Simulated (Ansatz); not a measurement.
# Phonons of Li2Ta in the C11b ordering, part 2 of 3

The plan: relax Li2Ta in the C11b ordering, check its phonons, and, if the lattice is stable, compute its Eliashberg function and ρ(T).

Ansatz 0.2.0; DFT PBE, scalar-relativistic, plane waves, PAW.

So far. Step 2 (Rough relaxation): The largest force is now 0.0022 eV/Å and the largest stress component 0.19 GPa.

The structure was built from a prototype and need not be the compound's stable phase.

### 3. Relaxation

Lattice constant and positions set the bands and the force constants, so the cell is relaxed first.

The input, input.yaml:

```yaml
crystal:
  lattice:
    - [2.6869136454, 0.0, 1.3048e-06]
    - [0.0, 2.6869136454, 1.3048e-06]
    - [1.3434532014, 1.3434532014, 7.4572020682]
  atoms:
    - { symbol: Ta, position: [0.0, 0.0, 0.0] }
    - { symbol: Li, position: [0.662235667, 0.662235667, 0.675528666] }
    - { symbol: Li, position: [0.337764333, 0.337764333, 0.324471334] }
kpoints:
  mp_grid: { grid: [12, 12, 12] }
hamiltonian:
  xc: pbe
scf:
  occupations: { method: gaussian, width: 0.1 }
output:
  forces: true
  stress: true
  eigenvalues: true
  write_density: true
  write_potential: true
  elf: true
  volumetric_format: npy
relax:
  adjacent_minimum: "off"
  f_tol: 0.005
  max_steps: 80
  cell: { stress_tol: 0.05 }
```

Command:

```bash
ansatz run input.yaml --threads 4 --pin off --max-ram 8192MiB --backend cpu --events-out ev --progress --plain --runs-dir out
```

Numbers of over 12 decimals in the logs are rounded to 6 here.

The program printed:

```text
[the first part of the log is left out]
  E_vxc        = -229.486756  (∫ρ·V_xc dr)
  E_paw        = -8438.572950  (= ΣΔE_a)
  E_vpaw       = -137.903270  (= ΣTr[D̂ρ^β])
  E_aug_tail   = 0.000197  (compensation charges beyond the density's cutoff)
  E_ewald      = -1032.008744
  E_smearing   = -0.011188  (= −TS)
  E_closure    = -0.000000  (closes the sum)
  Σ components = -10340.470374   (vs F -10340.470374, Δ=0.00e0)
--- Forces (eV/Å), atoms counted from 1 ---
  atom   1  Ta     0.00000000     0.00000000     0.00000000
  atom   2  Li     0.00000000     0.00000000    -0.00045123
  atom   3  Li    -0.00000000    -0.00000000     0.00045123
  max |Σ_I F_I| component: 8.67e-19 eV/Å
--- Stress (GPa, compression-positive) ---
       -0.005987      -0.000000      -0.000000
       -0.000000      -0.005987      -0.000000
       -0.000000      -0.000000      -0.005591
  P = ⅓ Tr σ = -0.0059 GPa (-0.059 kbar)
--- Band table (eV; the first three rows and the last of 163) ---
[...]
--- Relaxed structure (13 steps of the walk, 9 accepted, 1 SCFs on fresh bases) ---
[...]
cell:  # Å, volume = 51.4767 Å³
    - [2.737822, -3.2282026328009335e-13, 1.3295192231896148e-6]
    - [-3.2282026327407715e-13, 2.737822, 1.329519223177226e-6]
    - [1.368908, 1.368908, 6.867530]
  atoms:
    - { symbol: Ta, position: [0, 0, 0] }
    - { symbol: Li, position: [0.665518, 0.665518, 0.668965] }
    - { symbol: Li, position: [0.334482, 0.334482, 0.331035] }
```

The job ended after 22 s (4 threads of Arm Neoverse V2, shared host; peak memory 0.44 GiB; 83 s of CPU time).

Relaxation path:

```csv
step,energy less that of the first step (eV),largest force component (eV/Å),pressure (GPa),volume (Å³)
1,0.0000,0.0266,-0.09,53.84
2,0.0005,0.0680,0.29,53.61
3,-0.0009,0.0063,-0.07,53.76
4,-0.0017,0.0122,0.00,53.49
5,-0.0023,0.0138,0.00,53.22
6,-0.0028,0.0091,0.03,52.77
7,-0.0040,0.0035,0.05,52.09
8,0.0012,0.0512,0.18,50.56
9,-0.0046,0.0152,-0.17,52.02
10,-0.0043,0.0444,0.13,51.16
11,-0.0055,0.0004,0.06,51.51
12,-0.0041,0.0135,-0.42,51.44
13,-0.0056,0.0004,0.00,51.48
14,-0.0055,0.0005,-0.01,51.48
```

The log counts 1 steps on a newly chosen plane-wave basis, not all of them marked here; energy and pressure can jump at such steps. Relaxation steps 2, 8, 10, 12 were tried and not accepted.

```csv
"conventional cell, symmetrised",before,after,change
a (Å),2.687,2.738,+1.9 %
b (Å),2.687,2.738,+1.9 %
c (Å),14.914,13.735,-7.9 %
volume (Å³/atom),17.95,17.16,-4.4 %
```

The atoms that moved most (Å, as changes of fractional coordinates times the final cell):

```csv
atom,dx,dy,dz,length
Li3,0.000,0.000,0.045,0.045
Li2,0.000,0.000,-0.045,0.045
```

The relaxed structure:

```cif
data_structure
_symmetry_space_group_name_H-M 'P 1'
_symmetry_Int_Tables_number 1
_cell_length_a 2.7378
_cell_length_b 2.7378
_cell_length_c 7.1352
_cell_angle_alpha 78.939
_cell_angle_beta 78.939
_cell_angle_gamma 90.000
_cell_volume 51.48
loop_
_atom_site_label
_atom_site_type_symbol
_atom_site_fract_x
_atom_site_fract_y
_atom_site_fract_z
_atom_site_occupancy
Ta1 Ta 0.00000 0.00000 0.00000 1
Li2 Li 0.66552 0.66552 0.66896 1
Li3 Li 0.33448 0.33448 0.33104 1
```

This step gave:

```yaml
pressure: -0.005855 GPa
volume_per_atom: 17.16 Å³
```

Electrostatic potential energy in the ac plane of the cell as run, not the conventional one, at fractional y = 0.334, with atoms of Li within 0.2 Å of it. With pseudopotentials it is smooth inside the atoms' cores, unlike the true potential.

Ten even steps from '0' (-17 eV) to '9' (10 eV), each cell a mean:
```
11246889987531
22356889988653
55667899999876
77788999999988
99999999999999
99999999999999
99999998888899
99999998888899
99999999888899
99999999999999
99999999999999
99999999999999
98888889999999
88654568899999
86200014789999
86100001588999
87400001588999
98752224789999
99988788899999
99999999999999
88999999999888
77889999998777
44578999987644
12357899987532
```
Columns run along a (2.7 Å; values clipped at the 3rd and 97th percentile), rows up along c (7.1 Å). Atoms in or near the plane, at fractional coordinates: Li at (0.33, 0.33).

Valence density in the ac plane of the cell as run, not the conventional one, at fractional y = 0.334, with atoms of Li within 0.2 Å of it. It is the smooth field of the valence electrons, not physical close to the nuclei.

Ten steps, logarithmic in the rise over the least value, from '0' (0.1 e/Å³) to '9' (7.6 e/Å³), each cell a mean:
```
55543222223345
55443222222344
33332222222223
22222111111122
11111111111111
11111111111111
00000000000000
00000000000000
00000000000000
00000000000000
00000000000000
00000000000000
00000000000000
00012200000000
00368863000000
01489985100000
00368986200000
00125653100000
11111111111111
11111111111111
22221111112222
33222222222233
44332222223344
55433222223345
```
Columns run along a (2.7 Å), rows up along c (7.1 Å). Atoms in or near the plane, at fractional coordinates: Li at (0.33, 0.33).

ELF in the ac plane of the cell as run, not the conventional one, at fractional y = 0.334, with atoms of Li within 0.2 Å of it. It is the smooth field of the valence electrons, not physical close to the nuclei.

Values in units of 1e-1, 24 rows by 14 columns, each cell a mean:
```
4.8 4.6 3.5 2.3 1.8 2.1 3.2 4.0 3.7 2.7 1.9 1.9 2.9 4.1
3.8 3.8 3.1 2.2 1.8 2.2 3.2 4.1 4.1 3.2 2.2 1.8 2.2 3.1
2.3 2.3 2.2 1.9 2.0 2.6 3.5 4.4 4.7 4.2 3.2 2.4 2.0 2.0
2.2 2.2 2.2 2.3 2.6 3.2 3.9 4.6 4.9 4.6 4.0 3.3 2.7 2.4
3.6 3.5 3.5 3.6 3.7 3.9 3.9 3.8 3.8 3.7 3.8 3.8 3.8 3.7
4.7 4.8 4.8 4.8 4.5 4.1 3.2 2.4 2.0 1.9 2.2 2.9 3.7 4.4
5.2 5.7 5.9 5.8 5.2 4.0 2.5 1.4 0.9 0.8 0.9 1.4 2.4 4.0
5.0 5.9 6.3 6.2 5.6 4.3 2.6 1.3 0.8 0.7 0.7 1.0 1.8 3.4
5.0 5.9 6.4 6.4 6.0 5.2 3.7 2.3 1.4 1.1 1.1 1.3 2.1 3.5
5.1 5.9 6.2 6.3 6.2 5.7 4.8 3.8 2.8 2.2 2.1 2.4 3.1 4.1
5.1 5.4 5.5 5.5 5.5 5.4 5.2 4.9 4.5 4.2 4.0 4.1 4.4 4.8
4.4 4.0 3.6 3.4 3.3 3.6 4.1 4.4 4.7 4.8 4.9 4.9 4.8 4.7
2.4 1.2 0.6 0.4 0.4 0.5 0.9 1.8 3.0 4.2 4.8 5.0 4.6 3.8
0.9 0.3 0.2 0.8 1.5 1.0 0.3 0.3 0.9 2.5 4.1 4.6 4.2 2.6
0.4 0.2 2.5 7.6 9.1 8.8 6.1 1.6 0.2 0.7 2.5 4.0 3.8 1.8
0.5 0.1 4.1 9.6 9.8 9.8 9.7 5.6 0.4 0.4 1.6 3.7 4.0 2.0
1.4 0.3 1.1 5.8 8.8 9.1 8.9 4.8 0.5 0.4 1.6 4.1 4.8 3.7
3.5 1.4 0.4 0.9 2.6 3.8 3.1 1.1 0.3 0.7 2.6 4.7 5.4 5.1
5.2 4.3 2.8 1.6 1.0 0.7 0.7 0.9 1.5 2.9 4.4 5.2 5.6 5.6
5.0 4.8 4.5 4.0 3.6 3.2 3.2 3.4 3.8 4.3 4.7 4.9 5.0 5.1
3.8 3.8 3.8 4.0 4.4 4.8 5.0 4.8 4.5 4.1 3.9 3.8 3.8 3.8
3.0 2.9 2.8 3.0 3.6 4.3 4.8 4.7 4.1 3.4 2.9 2.8 2.9 3.0
3.6 3.1 2.4 2.1 2.4 3.3 4.2 4.4 3.7 2.7 2.1 2.2 2.8 3.5
4.6 4.1 3.0 2.1 1.9 2.6 3.6 4.1 3.5 2.4 1.8 2.1 3.1 4.2
```
Columns run along a (2.7 Å), rows up along c (7.1 Å). Atoms in or near the plane, at fractional coordinates: Li at (0.33, 0.33).

The largest force is now 4.5e-4 eV/Å and the largest stress component 0.0060 GPa.

### 4. Relaxing tightly for phonons

Phonons are second derivatives about the minimum, so the remaining forces must be small: the thresholds are tightened.

The input, input.yaml:

```yaml
crystal:
  lattice:
    - [2.7378217344, 0.0, 1.3295e-06]
    - [0.0, 2.7378217344, 1.3295e-06]
    - [1.3689075322, 1.3689075322, 6.8675302875]
  atoms:
    - { symbol: Ta, position: [0.0, 0.0, 0.0] }
    - { symbol: Li, position: [0.6655176865, 0.6655176865, 0.6689646269] }
    - { symbol: Li, position: [0.3344823135, 0.3344823135, 0.3310353731] }
kpoints:
  mp_grid: { grid: [12, 12, 12] }
hamiltonian:
  xc: pbe
scf:
  occupations: { method: methfessel_paxton, width: 0.2 }
output:
  forces: true
  stress: true
  eigenvalues: true
relax:
  adjacent_minimum: "off"
  f_tol: 0.001
  max_steps: 60
  cell: { stress_tol: 0.01 }
```

The program printed:

```text
[the first part of the log is left out]
  E_vxc        = -229.500900  (∫ρ·V_xc dr)
  E_paw        = -8438.573065  (= ΣΔE_a)
  E_vpaw       = -137.902553  (= ΣTr[D̂ρ^β])
  E_aug_tail   = 0.000193  (compensation charges beyond the density's cutoff)
  E_ewald      = -1034.968081
  E_smearing   = 0.001952  (= −TS)
  E_closure    = 0.000000  (closes the sum)
  Σ components = -10340.462519   (vs F -10340.462519, Δ=0.00e0)
--- Forces (eV/Å), atoms counted from 1 ---
  atom   1  Ta     0.00000000     0.00000000     0.00000000
[...]
0.000000       0.000000      -0.007170
  P = ⅓ Tr σ = -0.0064 GPa (-0.064 kbar)
--- Band table (eV; the first three rows and the last of 163) ---
[...]
--- Relaxed structure (4 steps of the walk, 4 accepted, 1 SCFs on fresh bases) ---
[...]
cell:  # Å, volume = 51.3687 Å³
    - [2.738617, -3.229087442186099e-13, 1.329904999558856e-6]
    - [-3.2290874421825407e-13, 2.738617, 1.329904999558121e-6]
    - [1.369305, 1.369305, 6.849137]
  atoms:
    - { symbol: Ta, position: [0, 0, 0] }
    - { symbol: Li, position: [0.665665, 0.665665, 0.668670] }
    - { symbol: Li, position: [0.334335, 0.334335, 0.331330] }
```

It took 6.7 s on 4 threads; peak memory 0.43 GiB.

The steps of the relaxation:

```csv
step,energy less that of the first step (eV),largest force component (eV/Å),pressure (GPa),volume (Å³)
1,0.0000,0.0024,-0.05,51.48
2,0.0000,0.0086,0.05,51.39
3,0.0000,0.0004,0.02,51.36
4,-0.0001,0.0002,-0.01,51.37
5,0.0000,0.0002,-0.01,51.37
```

The log counts 1 steps on a newly chosen plane-wave basis, not all of them marked here; energy and pressure can jump at such steps.

```csv
"conventional cell, symmetrised",before,after,change
a (Å),2.738,2.739,+0.0 %
b (Å),2.738,2.739,+0.0 %
c (Å),13.735,13.698,-0.3 %
volume (Å³/atom),17.16,17.12,-0.2 %
```

The relaxed structure:

```xyz
3
Lattice="2.7386 0.0000 0.0000 0.0000 2.7386 0.0000 1.3693 1.3693 6.8491" Properties=species:S:1:pos:R:3 pbc="T T T"
Ta    0.0000    0.0000    0.0000
Li    2.7386    2.7386    4.5798
Li    1.3693    1.3693    2.2693
```

Numbers from this step:

| Item | Value |
| --- | --- |
| pressure | -0.006389 GPa |
| volume per atom | 17.12 Å³ |

The largest force is now 1.6e-4 eV/Å and the largest stress component 0.0072 GPa, small enough for phonons.

### 5. Phonons by linear response: q 2×2×2, k 6×6×6

Couplings are defined for a stable lattice alone, so phonons come first.

The input, input.yaml:

```yaml
crystal:
  lattice:
    - [2.7386173913, 0.0, 1.3299e-06]
    - [0.0, 2.7386173913, 1.3299e-06]
    - [1.3693053696, 1.3693053696, 6.849136524]
  atoms:
    - { symbol: Ta, position: [0.0, 0.0, 0.0] }
    - { symbol: Li, position: [0.6656650281, 0.6656650281, 0.6686699439] }
    - { symbol: Li, position: [0.3343349719, 0.3343349719, 0.3313300561] }
kpoints:
  mp_grid: { grid: [6, 6, 6] }
hamiltonian:
  xc: pbe
scf:
  occupations: { method: methfessel_paxton, width: 0.2 }
output:
  eigenvalues: true
phonons:
  method: dfpt
  qmesh: [2, 2, 2]
  temperatures: { t_max: 1000, t_step: 50 }
  qpath:
    path:
      - [[0.0, 0.0, 0.0], [0.5, 0.5, 0.5], [0.5, 0.5, 0.75], [0.5, 0.0, 0.5], [0.0, 0.0, 0.0], [0.0, 0.0, 0.5], [0.48001513, 0.0, 0.74000757]]
      - [[0.51998487, 0.0, 0.25999243], [0.0, 0.0, 0.0]]
      - [[0.5, 0.5, 0.5], [0.51998487, 0.48001513, 0.5]]
      - [[0.48001513, 0.48001513, 0.98001513], [0.0, 0.0, 0.5]]
    npoints: 10
```

The program printed:

```text
Warning: crystal.symmetry: narrowed to the stabiliser of the run's FFT grids — unitary ops 16 → 4. A phonons.method: dfpt run fills in the rows of the dynamical matrix that it does not solve by its symmetry operations, which is exact only for operations that map its FFT grids onto themselves: filled in by any other, the frequencies could depend on the order in which like atoms are typed, or, by more than the grids' own error, on where the crystal sits among the grids' points. Excluded: 12 operations. The run can therefore solve more perturbations, solve them on more k-points, or both, and cost more. [rest of the remark cut]
[...]
Crystal: 3 atoms, lattice volume = 51.369 Å³
Basis set: ecut = 420 eV, 1027 PW (Γ), exchange–correlation on 40×40×96 points (8 copies of the dense FFT grid, shifted against one another)
Bands: 14, of which v1, the nominal top of the filled ones, is band 10 counted from 1 (9 counted from 0)
Symmetry: 16 space group operations
k-points: 68 of 216 (irreducible under 4 space group operations)
[...]
SCF iter   1: F=—  HF=-10340.434597 eV  |F-HF|=—  |Δ(HF+E_count)|=         —  Δρ=5.69e-3  dr2=6.03e-2  ethr=1.77e-3  ⟨swp⟩=4.9  Hψ=4575  notcnv=0
[...]
SCF iter  10: F=-10340.430445 eV  HF=-10340.430445 eV  |F-HF|=7.28e-12  |Δ(HF+E_count)|=  5.46e-12  S|Δr|=    0.00e0  Δρ=3.08e-8  dr2=5.60e-13  ethr=1.00e-12  ⟨swp⟩=5.9  Hψ=3744  notcnv=0
SCF 1 converged in 10 iterations: F = -10340.430445 eV  dr2 = 5.60e-13
[...]
phonons: the bands overlap, so this run is a metal and interpolates without the dipole-dipole term. If the crystal is really an insulator or semiconductor, its LO-TO splitting is missing
NSCF: frozen V_eff on 30 k-points
[...]
DFPT response loops at q = (0, 0, 0) (fractional): preconditioner auto → Kerker (q_TF=auto, 2.312 Å⁻¹) (partly filled bands, converged f_vac=0.000); β = 1.00, the filter's whole step (`scf.mixing.beta` (0.50) is not read by the response loops under this deck's `scf.mixing.preconditioner`; to damp them name `kerker` or `kerker_dos`, under which they read `scf.mixing.beta`, and type it under 1.00, their step now; both keys bind the ground state too); Broyden in place of MSR1
[...]
SCF converged after 10 iterations
Stability not checked: this state was not tested for a lower state beside it, because cold or Methfessel-Paxton smearing, or corrected tetrahedra, fill the levels in a way that the test cannot read (fill_not_monotonic; see scf.lower_state_search)
Free energy (F): -10340.430445 eV
[...]
Internal energy: -10340.414132 eV  (E = F + TS)
E sigma→0 (E₀):  -10340.426366 eV
Entropy (-TS):   -0.016312 eV (-5.437 meV/atom)
Fermi energy:    7.638039 eV
[...]
--- Band table (eV; the first three rows and the last of 68) ---
  k-point 0: bands = [... 6 lower, 1.3458, 4.6830, 5.2894, 6.2492, 7.5912, 11.4267, 11.4267, 13.7911]
  k-point 1: bands = [... 6 lower, 1.3568, 4.6403, 5.2894, 6.1758, 7.7534, 11.4289, 11.4289, 13.7911]
  k-point 2: bands = [... 6 lower, 1.3794, 4.5540, 5.2893, 6.0693, 8.0445, 11.4333, 11.4333, 13.7911]
  k-point 67: bands = [... 6 lower, 3.9867, 6.7600, 6.8499, 9.4684, 10.5426, 11.9449, 12.2293, 13.6771]
--- Phonons (Γ-DFPT): 4 representative perturbations + reference (Σ response iterations 13) ---
  ASR residual: 2.496e-5 → 0.000e0 eV/Å²; symmetrization residual: 7.507e-7 eV/Å²
  The last average, over the group as it would stand without the narrowing to the FFT grids, took up to 2.835e-7 eV/Å² of the zone centre's force constants
  ASR residual per site (eV/Å²): 2.35e-5 2.50e-5 2.50e-5
  Γ frequencies (cm⁻¹): 0.00 0.00 0.00 202.72 202.72 206.25 206.25 243.56 361.26
--- Phonons (arbitrary-q DFPT): 6 irreducible q on the 2×2×2 mesh ---
  q = [0.0000, 0.0000, 0.0000] (star 1, of the zone-centre solve; hermiticity 5.34e-7, symmetrization 1.54e-12, taken by the last average 1.01e-7): -0.00 0.00 0.00 202.72 202.72 206.25 206.25 243.56 361.26
  q = [0.0000, 0.0000, -0.5000] (star 1, 4 solved perturbations in 360 linear systems a pass and spin channel, the states on 112 of 216 k-point pairs; hermiticity 7.12e-6, symmetrization 6.83e-6, taken by the last average 2.94e-7): 22.46 22.46 34.85 175.82 175.82 237.10 237.10 259.27 367.43
  q = [0.0000, -0.5000, 0.0000] (star 2, 6 solved perturbations on 112 of 216 k-point pairs; hermiticity 1.21e-6, symmetrization 6.05e-7, taken by the last average 1.16e-7): -115.30 -66.00 148.03 159.03 174.38 297.56 302.81 395.32 396.96
[...]
sum rule: each row above includes the acoustic sum rule's correction from the zone centre's row sums; it moved no ω² by more than (0.99 cm⁻¹)²
  mesh force constants: q→R imaginary residual 7.87e-18; ASR residual 2.496e-5 → 0.000e0 eV/Å²; symmetrization residual 3.553e-15 eV/Å²
  interpolated dispersion: 94 rows × 9 modes
  density of states and harmonic sums: on the 24×24×10 q-mesh, interpolated from the force constants of a 2×2×2 supercell (no non-analytic term)
  largest difference from the sums on the solved wave vectors: F 2.73e-2 eV, S 5.16e-5 and C_V 2.43e-5 eV/K
  zero-point energy: 0.122658 eV/cell   skipped modes (ω ≤ 0): 1881, of them read as no rigid motion or as one in doubt: 1878 (1.342e0 modes/cell left out, lowest -115.30 cm⁻¹)   left out of the sums: 1.49e-1 of the cell's modes: C_V's classical limit lies that fraction below 3 k_B per atom; for a crystal, a wire or a layer, F and S can be off by more, and a phonons.interpolated_qmesh denser along its periods is the remedy for the sampling
```

Elapsed: 37 s, on 4 threads; peak memory 0.51 GiB.

In the SCF lines HF is the Harris–Foulkes energy and dr2 the Hartree energy of the density residual, in eV; the loop may stop once dr2 is under the threshold and the program's other checks hold. Hψ counts applications of the Hamiltonian.

Numbers from this step:

* share of imaginary modes in the plain interpolation between solved wavevectors: 0.148
* highest frequency, solved or plainly interpolated: 429.3 cm⁻¹

Solved on the 2×2×2 mesh alone; all other wavevectors are interpolated. Phonon branches along the path, in cm⁻¹:

```csv
point,branch 1,branch 2,branch 3,branch 4,branch 5,branch 6,branch 7,branch 8,branch 9
Γ,0,0,0,203,203,206,206,244,361
halfway,-74,94,98,254,284,299,317,328,354
X,-21,133,133,306,307,374,375,427,429
halfway,-21,133,133,305,308,374,375,427,429
P,-20,133,133,304,309,374,374,428,428
halfway,-82,82,140,296,298,308,312,402,403
N,-115,-66,148,159,174,298,303,395,397
halfway,-74,-49,108,178,195,251,290,325,360
Γ,0,0,0,203,203,206,206,244,361
halfway,16,16,26,184,184,227,227,251,364
M,22,22,35,176,176,237,237,259,367
halfway,-82,-46,105,172,208,258,283,328,365
S,-116,-66,148,161,174,292,309,395,397
jump to S0,-116,-66,148,161,174,292,309,395,397
halfway,-75,-50,111,179,191,252,293,329,359
Γ,0,0,0,203,203,206,206,244,361
jump to X,-21,133,133,306,307,374,375,427,429
halfway,-22,133,133,306,307,374,375,426,429
R,-23,132,133,306,307,373,375,426,429
jump to G,-23,132,133,306,307,373,375,426,429
halfway,-86,90,94,257,277,300,317,324,359
M,22,22,35,176,176,237,237,259,367
```

The phonon branches as a text plot (rows in cm⁻¹; labels by their first letter):

```
    418 |        ********                             **
    395 |       *       *******              ****       **
    373 |*     * ******       **    *********    *    ** **  ****
    350 | ********     *       *****       *     *****  *****
    327 |     ***       *       *           *     *      ***
    304 |    ******************* *        ** ***** *  *** ***
    282 |   *****        *   ** *       **  *** * **     *** **
    259 | *****          *     ****  ***  **     ** *      ** ***
    236 |* ***            *      **** ****         ***      *****
    214 |****              *      ****  * *         **       **
    191 |                  *   *******     **    *****        **
    168 |                   *****     *************             *
    146 |             *********              ****
    123 |       ********       *           **    *    ****
    100 |     **        *       **        *       **      **
     77 |   **                           *                  *
     55 |  **            *        *     *           *        **
     32 | **                       * ***             *        ***
      9 |*                *         ***                        *
    -13 | *        ***            **    **          ***
    -36 |  *      *   *          **       *        **  *      *
    -59 |   **  **     **  *******       ***********    *    *
    -81 |     **               **                **      ****
   -104 |                ******            ******
         Γ         X P      N       Γ  M     S|S     R|G        M
```

Lowest modes at the softest wavevector of the mesh. The modes at q = (0.000, 0.500, 0.000) (shares of kinetic energy by element, %) (negative means imaginary):

```csv
mode,frequency (cm⁻¹),Ta %,Li %
1,-115.3,99,1
2,-66.0,100,0
3,148.0,100,0
4,159.0,0,100
5,174.4,0,100
6,297.6,1,99
```

Displacements in mode 1 (-115.3 cm⁻¹), the largest set to 1, in the home cell:
```
Ta1  0.00  0.01  1.00
Li2  0.00 -0.33  0.26
Li3  0.00  0.33 -0.26
```

Displacements in mode 6 (297.6 cm⁻¹), the largest set to 1, in the home cell:
```
Ta1  0.00  0.00  0.03
Li2  0.00  0.39 -1.00
Li3  0.00 -0.39  1.00
```

Among the solved wavevectors the lowest mode, translations apart, is -115 cm⁻¹, imaginary.

(Part 2 of 3 ends here.)

[Logs are printed without paths, hosts, clocks, repeated set-up lines and the standing remarks that a program may print on its own settings, such as how far it seeks lower states.]

[Hosts, paths, dates, database ids (printed as entryN), source tags and the programs' standing remarks are cut or masked in the printed files.]
